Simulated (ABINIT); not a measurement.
An input for ABINIT 10.8.3 (Te (P3_121)):

```
acell 3*1.0 Angstrom
rprim 
  4.457199999972 0.000000000006 0.000000000000
  -2.228599999992 3.860048429721 0.000000000000
  0.000000000000 0.000000000000 5.929000000000
ntypat 1
znucl 52
natom 3
typat 1 1 1
xred 
  0.263300000000 0.000000000000 0.333333333333
  0.000000000000 0.263300000000 0.666666666667
  0.736700000000 0.736700000000 -0.000000000000
pp_dirpath "pseudos"
pseudos "Te.upf"
ecut 39
ngkpt 6 6 4
nshiftk 1
shiftk 0 0 0.5
chksymbreak 0
ndtset 3
nband 36
occopt 1
istwfk *1
nstep 60
tolwfr1 1e-18
iscf2 -3
rfelfd2 2
kptopt2 2
getwfk2 1
tolwfr2 1e-18
rfelfd3 3
kptopt3 2
getwfk3 1
getddk3 2
tolvrs3 1e-08
rfdir 1 1 1
nqpt2 1
nqpt3 1
qpt 0 0 0
prtwf3 0
prtden 0
optforces1 0
optstress1 0
kptopt1 1
indata_prefix "in"
outdata_prefix "out"
tmpdata_prefix "tmp"
```

```sh
OMP_NUM_THREADS=1 mpirun -n 8 abinit run.abi > log
```

Question: Estimate wall time and host memory on 8 MPI ranks of AMD EPYC 7B13 (Zen 3), shared host.

It took 15 min; on shared hardware allow 7.3 min to 29 min. Peak host memory was 1.9 GiB.

[Paths, hosts, dates, memory and timing lines, banners, echoed tables and standing remarks are left out of the program output.]

[Logs are printed without paths, hosts, clocks, repeated set-up lines and the standing remarks that a program may print on its own settings, such as how far it seeks lower states.]

[Runs of the session that timed out or met a known fault of the program may be left out.]

[Hosts, paths, dates, database ids (printed as entryN), source tags and the programs' standing remarks are cut or masked in the printed files.]

[G0W0 gaps are taken among the corrected bands and points alone; a level outside them can change the order at an edge.]

[Where Ansatz stands beside ABINIT at settings called matched, ABINIT's density can come from a denser mesh and the files from another edition; pairs whose starting gaps differed by over 0.03 eV were left out, so agreement reads better than it is.]
